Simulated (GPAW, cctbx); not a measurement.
# Bonding in Sc3AgBi3Au2 as X-rays see it

Question: by how much does bonding change the X-ray structure factors of Sc3AgBi3Au2, how firmly does DFT give the change, and what does a routine refinement make of it?

The cell comes from substitution in a known structure type and wasn't matched to any measured phase. All numbers below are calculated.

**1. Find the equilibrium geometry**

The density hangs on the geometry, so cell and atoms are relaxed first, with the symmetry held. The cutoff is set higher than for the density because stress converges slowly with plane waves.

Settings: GPAW 26.7.0, PBE, 570 eV, 5×3×3 k-points (along the axes of the calculation cell), Fermi–Dirac width 0.1 eV, BFGS to 0.03 eV/Å.

```text
cell
1.0
     0.000000000    0.000000000    4.007000000
     7.588000000    0.000000000    0.000000000
    -3.794000000    6.571400764    0.000000000
Bi Au Ag Sc
3 2 1 3
Direct
0.500000000 0.000000000 0.589300000
0.500000000 0.410700000 0.410700000
0.500000000 0.589300000 0.000000000
0.000000000 0.666666667 0.333333333
0.000000000 0.333333333 0.666666667
0.500000000 0.000000000 0.000000000
0.000000000 0.000000000 0.243600000
0.000000000 0.756400000 0.756400000
0.000000000 0.243600000 0.000000000
```

```console
$ OMP_NUM_THREADS=1 mpirun -n 4 gpaw python run.py > gpaw.log
```

```text
BFGS:    0      -40.093135        1.634313
BFGS:    1      -40.230911        1.437651
BFGS:    2      -40.766793        0.514530
BFGS:    3      -40.843774        0.353390
...
BFGS:   12      -40.963374        0.099000
BFGS:   13      -40.966337        0.044863
BFGS:   14      -40.966973        0.029354
cell  4.1526 7.6977 7.6977  120.00 90.00 90.00
volume 213.090 A^3, largest force 0.006 eV/A, largest stress 0.20 GPa
```

After 14 steps the volume has changed by +6.6 % and the energy by -0.874 eV; the largest stress left is 0.20 GPa. It took 11 min on 4 cores of Intel(R) Xeon(R) Platinum 8375C CPU @ 2.90GHz (Ice Lake) (shared host), peak memory 1.6 GiB.

Relaxed structure: P-62m (no. 189), a = 7.6977 Å, b = 7.6977 Å, c = 4.1526 Å, α = 90.00°, β = 90.00°, γ = 120.00°.

| atom | mult. | x | y | z |
| --- | --- | --- | --- | --- |
| Bi1 | 3 | 0 | 0.6131 | 1/2 |
| Au1 | 2 | 2/3 | 1/3 | 0 |
| Ag1 | 1 | 0 | 0 | 1/2 |
| Sc1 | 3 | 0 | 0.2845 | 0 |

**2. The all-electron density**

X-rays see the whole electron density, so the PAW density is rebuilt with its core regions. Subtracting spherical free atoms from the same code cancels the cores and leaves the deformation density Δρ, the part due to bonding.

Settings: PBE, 450 eV, 6×4×4 k-points (along the axes of the calculation cell), Fermi–Dirac width 0.1 eV; primitive cell of 9 atoms.

```console
$ OMP_NUM_THREADS=1 mpirun -n 4 gpaw python run.py > gpaw.log
```

```text
|iter:   1|       0s |  -43.076331 | +0.67 |       |
|iter:   2|       3s |  -42.397094 | -0.46 | -1.28 |
|iter:   3|       7s |  -40.974534 | -0.25 | -1.35 |
...
|iter:  13|      36s |  -40.807574c| -6.43 | -5.48c|
|iter:  14|      39s |  -40.807574c| -6.86 | -5.76c|
|iter:  15|      41s |  -40.807574c| -7.45c| -6.24c|
```

```text
grid (42, 80, 80)  electrons 517.000  moved by bonding 1.823 e
deformation density beyond 0.5 A of the nuclei: max 0.112, min -0.254 e/A^3
atom        x       y       z   Voronoi charge  moment
Bi1    0.5000  0.0000  0.6131      0.010       0.00
Bi2    0.5000  0.3869  0.3869      0.010       0.00
Bi3    0.5000  0.6131  0.0000      0.010       0.00
Au4    0.0000  0.6667  0.3333     -0.044       0.00
Au5    0.0000  0.3333  0.6667     -0.044       0.00
Ag6    0.5000  0.0000  0.0000     -0.058       0.00
Sc7    0.0000  0.0000  0.2845      0.038       0.00
Sc8    0.0000  0.7155  0.7155      0.038       0.00
Sc9    0.0000  0.2845  0.0000      0.038       0.00
mean inner potential of superposed free atoms 21.660 V
total magnetic moment 0.000 muB
```

Deformation density in a plane through the shortest contact of the Au atom at the origin, in 0.01 e/Å³ (clipped at ±99); x from -1.6 to 4.4 Å, y from 2.4 down to -2.4 Å:

```text
  .   .   1  -3  -2   0   0   0   0  -1  -1  -1   0   1   2   2
  8   .   1  -2  -1   0   0   0   0  -1  -1   0   1   2   3   3
 -1   1   2   3   2   1   1   0   0  -1  -1   0   1   2   3   3
 -1   3   6   7   3   0   1   1   0  -2  -2  -2   0   1   2   2
  1   3   5   0  -9  -9  -1   2   1  -2  -1   1  -2  -1   1   1
  1   1  -5 -22   . -12  -4   5   3   0   5   .  -4  -1  -1   0
  1  -1 -12   .   .   .  -6   7   5   2   .   .   .   1  -2  -1
  1   1  -5 -23   . -13  -4   5   3   0   1   .   0  -2  -2  -1
  0   3   5   0  -9  -9  -1   2   0  -3  -3   1   1   1   0   0
 -1   2   6   7   3   1   1   1   0  -1   0   3   6   5   2   1
 -2   1   2   3   2   1   1   0   0   0   2   5   7   4   0   1
 -2   .   1  -1  -1   0   0   0   0   1   1  -1  -9 -17 -12  -4
  .   .   8  -3  -2  -1   0   0   0   1  -1 -11  -6   .  -6  -6
```

Atoms in or within 0.15 Å of the plane: Au (0.0, 0.0), Sc (2.8, 0.0), Sc (-1.4, -2.4), Sc (-1.4, 2.4) Å. Dots mark points within about 0.45 Å of a nucleus; large values next to them are atomic features.

Ag gains most (-0.06 e) and Sc loses most (+0.04 e), which isn't the order of electronegativity: valence and coordination count too, and Voronoi cells cut space at the midplane whatever the atoms' sizes. Along the shortest contact from the Au atom at the map's origin, Au–Sc at 2.77 Å, Δρ is +0.07 e/Å³ at the midpoint and highest, +0.08, 1.24 Å from Au (points within 0.5 Å of a nucleus left out): little piles up between the atoms, as is usual in a metallic crystal, which this run finds. At the midpoints of other shortest contacts it is +0.03 (Bi–Ag, 2.98 Å), +0.03 (Ag–Sc, 3.02 Å), +0.03 (Bi–Au, 3.16 Å) and +0.01 (Bi–Sc, 3.27 Å) e/Å³. Point values carry grid noise of about 0.01 e/Å³. The run needed 15 iterations, 59 s.

**3. From the density to structure factors**

The Fourier components of Δρ, added to those of the free atoms, give the static X-ray structure factors; the Mott–Bethe relation turns them into the Fourier components V of the potential that fast electrons feel.

```text
static structure factors of the conventional cell: F in electrons, V (Mott-Bethe) in volts
   h  k  l      d  |F| table  |F| free   |F| DFT   change   |V| free  |V| DFT  change %
   1  0  0  6.6664    61.967    61.868    61.815   -0.053     0.932    0.983      5.5
   0  0  1  4.1526    73.027    72.925    72.785   -0.140     0.770    0.822      6.8
   1  1  0  3.8488   146.703   146.538   146.454   -0.084     2.455    2.476      0.9
   1  0  1  3.5247    65.312    65.235    65.043   -0.191     1.595    1.646      3.2
   2  0  0  3.3332    52.726    52.688    52.794    0.105     1.415    1.389     -1.8
   1  1  1  2.8228   268.681   268.553   268.419   -0.134     7.298    7.322      0.3
   2  0  1  2.5994   210.971   210.794   210.365   -0.429     5.822    5.885      1.1
   2  1  0  2.5197   112.094   112.029   111.812   -0.217     3.269    3.298      0.9
   3  0  0  2.2221   339.696   339.439   338.585   -0.855     8.847    8.937      1.0
   2  1  1  2.1541   119.622   119.522   119.114   -0.407     2.895    2.940      1.6
   0  0  2  2.0763   406.346   406.071   405.326   -0.745    10.286   10.355      0.7
   1  0  2  1.9824    54.259    54.270    54.212   -0.058     0.725    0.730      0.7
   3  0  1  1.9593    15.056    15.109    15.232    0.123     0.098    0.108     10.4
   2  2  0  1.9244   134.180   134.077   133.922   -0.154     2.447    2.463      0.7
```

The largest X-ray change is -0.85 e on 300, 0.3 % of |F|. For electrons V goes as (Z − F)/g², so a change of F counts against Z − F, which is small at low angle and wherever the atoms' terms cancel: |V| of 001 moves by +6.8 % (0.77 to 0.82 V) against -0.2 % in |F|. The tabulated Hartree–Fock atoms differ from the free DFT atoms by up to 0.27 e, so the choice of reference atom matters too.

**4. Which functional?**

The same geometry is run with other functionals, to see whether the bonding signal is larger than the spread between approximations. Free atoms are LDA for LDA and PBE otherwise. Any other changed setting is in the row's label.

```
   run  ΔF 300 (e)  ΔF 002 (e)  ΔF 201 (e)  q(Ag) (e)  moved (e)  time
   PBE      -0.855      -0.745      -0.429     -0.058      1.823  59 s
   LDA      -0.855      -0.758      -0.424     -0.067      1.808  62 s
revPBE      -0.835      -0.716      -0.420     -0.059      1.832  69 s
```

At the base's settings ΔF(300) spans -0.855 to -0.835 e, a spread of 2 % of the PBE value; over the three listed reflections the spread is at most 6 %, so sign and size hold across the functionals. Times are from shared hosts.

**5. Refining ordinary atoms against data with bonding**

Routine crystallography fits spherical atoms. To see the bias, intensities are simulated from tabulated atoms plus the DFT change ΔF, so that bonding alone can misfit (13970 reflections of the full sphere, merged to the counts below, to 0.4 Å, 1.5 % proportional noise plus counting noise, assumed isotropic U as listed, Δρ smeared by the mean U) and refined with cctbx over different ranges.

```
                    range  data      R1  GooF  U Bi1 (true 0.0058)  U Au1 (true 0.0059)  U Ag1 (true 0.0073)  U Sc1 (true 0.0097)  largest shift (Å)  Δρ max, min (e/Å³)
                 all data  1335  0.0048  0.94               0.0058               0.0059               0.0073               0.0097             0.0005         0.59, -0.50
 low resolution, d > 0.84   165  0.0032  0.94               0.0058               0.0058               0.0072               0.0098             0.0004         0.25, -0.21
     high order, d < 0.75  1104  0.0055  0.94               0.0058               0.0059               0.0073               0.0097             0.0003         0.48, -0.41
occupancies free, d > 0.7   271  0.0033  0.94               0.0058               0.0059               0.0072               0.0097             0.0005         0.34, -0.32
```

With all data GooF is 0.94, so at this noise the bonding hardly shows; the top residual peak lies 1.86 Å from Bi and 2.22 Å from Au. No U is off by more than 3 s.u. at low resolution. With Bi1 held at 1 and the scale free, the other occupancies refine to Au1 1.001(0.001), Ag1 0.999(0.003) and Sc1 0.999(0.004), within three s.u. of full.

**6. Answer**

Bonding moves 1.82 e in the primitive cell of Sc3AgBi3Au2 and changes the structure factors of the conventional cell in the table above by at most 0.85 e (300, 0.3 %), and among reflections above 2 % of the strongest by up to 0.8 % (301). The shortest bond, Au–Sc, has Δρ = +0.07 e/Å³ at its midpoint, with no localised bond charge. At the base's settings ΔF(300) spans -0.855 to -0.835 e, a spread of 2 % of the PBE value; over the three listed reflections the spread is at most 6 %, so sign and size hold across the functionals. With all data GooF is 0.94, so at this noise the bonding hardly shows. Limits: static density, frozen cores, no spin–orbit coupling.

[Outputs are excerpts: Python notices, other lines and further rows are left out; steps that failed or that the build refused (PBEsol, TPSS) are not shown.]

[Logs are printed without paths, hosts, clocks, repeated set-up lines and the standing remarks that a program may print on its own settings, such as how far it seeks lower states.]
